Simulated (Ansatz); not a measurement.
# Ca_Ga in GaN (F-43m): charge-transition levels and formation energies, part 2 of 2

Charge states of Ca_Ga in GaN (F-43m), set against the band edges. Model: a cell of 54 host atoms with 1 Ga taken out and 1 Ca put in.

Ansatz; place-levels on r2SCAN runs: charge-transition levels and formation energies with image-charge correction and potential alignment at the atomic sites; PAW set soft_1.

So far: Set-up; What was run first.

### 3. Placing the levels, r2SCAN

A charged cell interacts with its images and the background, and its potential has another zero than the host's. place-levels removes the first by a point-charge model, screened by the static dielectric constant since the ions have relaxed around the charge, and the second by comparing potentials at atoms far from the defect.

The host is a run of the defect-free crystal in the same cutoffs, grids and k-points, so that basis and sampling errors cancel in part in the differences. The host is run in a cell of 2 atoms on a matching mesh. Its band edges are searched through the zone by a band path, so the gap is smaller than, or equal to, that on the mesh. Chemical potentials are energies per atom of Ga (alpha-Ga (Cmce)) and Ca (fcc), run with the same functional and cutoff.

File levels.point.yaml:

```yaml
host:
  run: host.point.run
states: [qm1.point.run, q0_M1.point.run, qp1.point.run, qp1_M2.point.run]
geometry_from:
  qm1.point.run: qm1.relax.run
  q0_M1.point.run: q0_M1.relax.run
  qp1.point.run: qp1.relax.run
  qp1_M2.point.run: qp1_M2.relax.run
  host.point.run: host.relax.run
chemical_potentials:
  Ga:
    energy: -3790.270342
    dataset: <sha256 of the dataset>
  Ca:
    energy: -1821.671293
    dataset: <sha256 of the dataset>
epsilon: 6.0
static_epsilon: 10.56
vertical:
  - { from: qm1.point.run, to: qm1.point_neutral.run }
  - { from: qp1.point.run, to: qp1.point_neutral.run }
  - { from: qp1_M2.point.run, to: qp1_M2.point_neutral.run }
```

Run with:

```console
$ ansatz place-levels levels.point.yaml -- --threads 4 --pin off --max-ram 15073MiB
```

The program printed:

```text
[... repeated set-up lines and file paths are left out, and long positions are rounded to six places ...]
(+1/0) 0.015 eV beneath the valence edge, in the valence band
(0/-1) 0.406 eV above the valence edge, 1.762 eV under the conduction edge
formation energy of charge +1: +2.441 eV with the Fermi level at the valence edge
formation energy of charge 0: +2.426 eV with the Fermi level at the valence edge
formation energy of charge -1: +2.832 eV with the Fermi level at the valence edge
vertical -1 to 0: no energy, since no alignment is typed
  the change from vertical[0].from (qm1.point.run) to vertical[0].to (qm1.point_neutral.run): by its potential at epsilon 6 it stands at 0.416 0.744 0.745, with an rms radius of about 2.6 Å (1.5 1.5 1.5 Å across the planes of the cell's vectors); [...]
vertical +1 to 0: no energy, since no alignment is typed
  the change from vertical[1].from (qp1.point.run) to vertical[1].to (qp1.point_neutral.run): by its potential at epsilon 6 it stands at 0.479 0.817 0.814, with an rms radius of about 3.7 Å (2.2 2.1 2.2 Å across the planes of the cell's vectors); [...]
vertical +1 to 0: no energy, since no alignment is typed
  the change from vertical[2].from (qp1_M2.point.run) to vertical[2].to (qp1_M2.point_neutral.run): by its potential at epsilon 6 it stands at 0.421 0.751 0.757, with an rms radius of about 2.1 Å (1.2 1.3 1.1 Å across the planes of the cell's vectors); [...]
  edges by r2scan, gap 2.168 eV; the host is sampled to repeats of 19.08 Å
  the defect's cells are sampled to repeats of 19.08 Å, like sampling
  charge +1: -110800.5683 eV with its correction of +0.204 eV, at epsilon 10.56, aligned at sites: -0.0280 eV, mean over 19 atomic sites at or beyond 4.77 Å from the defect at [0.3333, 0.6667, 0.6667], with +0.000000 for the charge's moments and without [...]
  charge 0: +0.000 eV for its dipole among its images, +0.076 omitted
  charge -1: -110781.2778 eV with its correction of +0.129 eV, at epsilon 10.56, aligned at sites: +0.1028 eV, mean over 19 atomic sites at or beyond 4.77 Å from the defect at [0.3333, 0.6667, 0.6667], with +0.000000 for the charge's moments and without [...]
  charge +1: states[2] (qp1.point.run) stands 0.233 eV higher, with a moment of 0.00 μB against 2.00
  of states[3] (qp1_M2.point.run): its alignment with the host at atomic sites is doubtful: the mean over the far sites moves by -0.1008 eV from their farther parts to their nearer, more than 0.05 eV. [...]
  of states[1] (q0_M1.point.run): its alignment with the host at atomic sites is doubtful: the mean over the far sites moves by +0.0717 eV from their farther parts to their nearer, more than 0.05 eV. [...]
  of states[0] (qm1.point.run): it parts from the run at its places by a charge that spreads by about 1.5 Å along one vector (1.3 Å or more is wide), by its potential at epsilon 6, taken for that of held ions (one typed too small widens it), where the cell [...]
  of states[2] (qp1.point.run): it parts from the run at its places by a charge that spreads by about 2.2 Å along one vector (1.3 Å or more is wide), by its potential at epsilon 6, taken for that of held ions (one typed too small widens it), where the cell [...]
  of vertical[0].from (qm1.point.run): it parts from the run at its places by a charge that spreads by about 1.5 Å along one vector (1.3 Å or more is wide), by its potential at epsilon 6, taken for that of held ions (one typed too small widens it), where the [...]
  of vertical[0].to (qm1.point_neutral.run): band_overlap_at_count; stability_check_not_made
  of vertical[1].from (qp1.point.run): band_overlap_at_count; of the run under geometry_from: band_overlap_at_count; [...]
  of vertical[1].to (qp1.point_neutral.run): stability_check_not_made
  of vertical[2].from (qp1_M2.point.run): stability_check_not_made
  of vertical[2].to (qp1_M2.point_neutral.run): band_overlap_at_count; stability_check_not_made
```

Elapsed: 0.49 s, on 4 threads of Arm Neoverse V1, shared host.

Levels between the charges placed, in eV above the valence top:

```
        gap (eV)  (+1/0)  (0/−1)
r2SCAN      2.17   -0.01    0.41
```

Corrections by state:

```
charge  moment (μB)  image terms and alignment (eV)  band filling (eV)  ε used  over the lowest of its charge, as the program ranks them, band filling apart (eV)
    +1          2.0                           0.204                  -   10.56                                                                              0.000
     0          1.0                           0.000                  -       -                                                                              0.000
    −1          0.0                           0.129                  -   10.56                                                                              0.000
    +1          0.0                           0.145                  -   10.56                                                                              0.233
```

The charged structures listed were also run neutral, and place-levels reads from each pair, by the potential or the spins, how wide the charge is by which they differ; that can be the carrier of either run.

```
charge  rms radius (Å)  spread where it is widest against the cell (Å)  wide from (Å)  reading
    +1             2.1                                            1.30           1.35   narrow
    −1             2.6                                            1.55           1.35     wide
```

The neutral runs of these pairs need not share the spin of the lowest neutral state, and very wide values only mean spread over the cell.

From the program's caveats on the states, each cut to its opening words:

- charge +1 (2 μB): its alignment with the host at atomic sites is doubtful: the mean over the far sites moves by -0.1008 eV from their farther parts to their nearer, more than [...]
- charge +1 (2 μB), 0 (1 μB): flagged: stability check not made
- charge 0 (1 μB): its alignment with the host at atomic sites is doubtful: the mean over the far sites moves by +0.0717 eV from their farther parts to their nearer, more than [...]
- charge 0 (1 μB): the far atoms show a dipole or second moment of the defect's charge, for which the correction takes or leaves out 0.076 eV: further moments aren't read, and [...]
- charge −1: it parts from the run at its places by a charge that spreads by about 1.5 Å along one vector (1.3 Å or more is wide), by its potential at epsilon 6, taken for [...]
- charge −1: its alignment with the host at atomic sites is doubtful: the mean over the far sites moves by +0.2329 eV from their farther parts to their nearer, more than [...]
- charge +1: it parts from the run at its places by a charge that spreads by about 2.2 Å along one vector (1.3 Å or more is wide), by its potential at epsilon 6, taken for [...]
- charge +1: filled levels lie above empty ones at the fixed electron count

The host's formation energy from the elements is -0.646 eV per atom; it sets how far the chemical potentials can move.

Limit set by the element alone; other compounds of these elements are not counted. Chemical potentials from the elements' reference states: Ga 0.00 eV, N -1.29 eV, Ca 0.00 eV. Formation energy by charge state (Ga-rich; gap 2.17 eV):

```
charge  at valence top (eV)  at conduction bottom (eV)  correction included (eV)
    +1                 2.44                       4.61                      0.20
     0                 2.43                       2.43                      0.00
    −1                 2.83                       0.66                      0.13
```

```tsv
Fermi level (eV)	lowest formation energy (eV)
0.00	2.43
0.20	2.43
0.39	2.43
0.59	2.24
0.79	2.04
0.98	1.85
1.18	1.65
1.38	1.45
1.58	1.25
1.77	1.06
1.97	0.86
2.17	0.66
```

Limit set by the element alone; other compounds of these elements are not counted. Chemical potentials from the elements' reference states: N 0.00 eV, Ga -1.29 eV, Ca 0.00 eV. Formation energy by charge state (N-rich; gap 2.17 eV):

```
charge  at valence top (eV)  at conduction bottom (eV)  correction included (eV)
    +1                 1.15                       3.32                      0.20
     0                 1.13                       1.13                      0.00
    −1                 1.54                      -0.63                      0.13
```

Fermi level (eV), lowest formation energy (eV) and a bar from the least value:
```
     0.00       1.13 ##############################
     0.20       1.13 ##############################
     0.39       1.13 ##############################
     0.59       0.95 ###########################
     0.79       0.75 #######################
     0.98       0.56 ####################
     1.18       0.36 #################
     1.38       0.16 #############
     1.58      -0.04 ##########
     1.77      -0.23 #######
     1.97      -0.43 ###
     2.17      -0.63
```

### 4. Results

- gap of the host: 2.17 eV (r2SCAN)
- level (plus 1/0): 0.01 eV below the valence top
- level (0/minus 1): 0.41 eV above the valence top
- lowest of the charges placed, just above the valence top (0.02 eV): 0
- lowest of the charges placed, just below the conduction bottom (0.02 eV): −1
- lowest formation energy at mid-gap of the charges run, Ga-rich: 1.75 eV
- lowest formation energy at mid-gap of the charges run, N-rich: 0.46 eV

In words: Of the charges placed (−1, 0 and +1), the lowest changes at 0.41 eV (0/−1) above the valence top, in a gap of 2.17 eV. (+1/0) lies 0.01 eV from a band edge, less than the doubt on such levels. Charges below −1 were not placed, so these runs say nothing of levels that involve them. States placed: +1 at 2 μB and 0 μB; 0 at 1 μB; −1 at 0 μB. Other spin states or structures, where not listed, weren't placed. Ca is taken at its element; compounds, which aren't counted here, bound the chemical potentials and would shift these formation energies. The program doubts the alignment of potentials for at least one state, a sign that the cell is small. Limits: r2SCAN makes the gap too small and tends to spread out bound carriers; where a gas molecule sets a chemical potential or the host's formation energy, its binding is uncorrected.

[Logs are printed without paths, hosts, clocks, repeated set-up lines and the standing remarks that a program may print on its own settings, such as how far it seeks lower states.]

[Hosts, paths, dates, database ids (printed as entryN), source tags and the programs' standing remarks are cut or masked in the printed files.]

[Where a table of states has a column of steps, it counts the stored structures, which are thinned; the runs took as many ionic steps or more.]

[A defect's name tells the site on which it was built; relaxed atoms can leave that site.]

[For some hosts the program warned that the k-mesh of the response run may be too coarse for force constants and the static dielectric constant; such warnings are not shown here.]
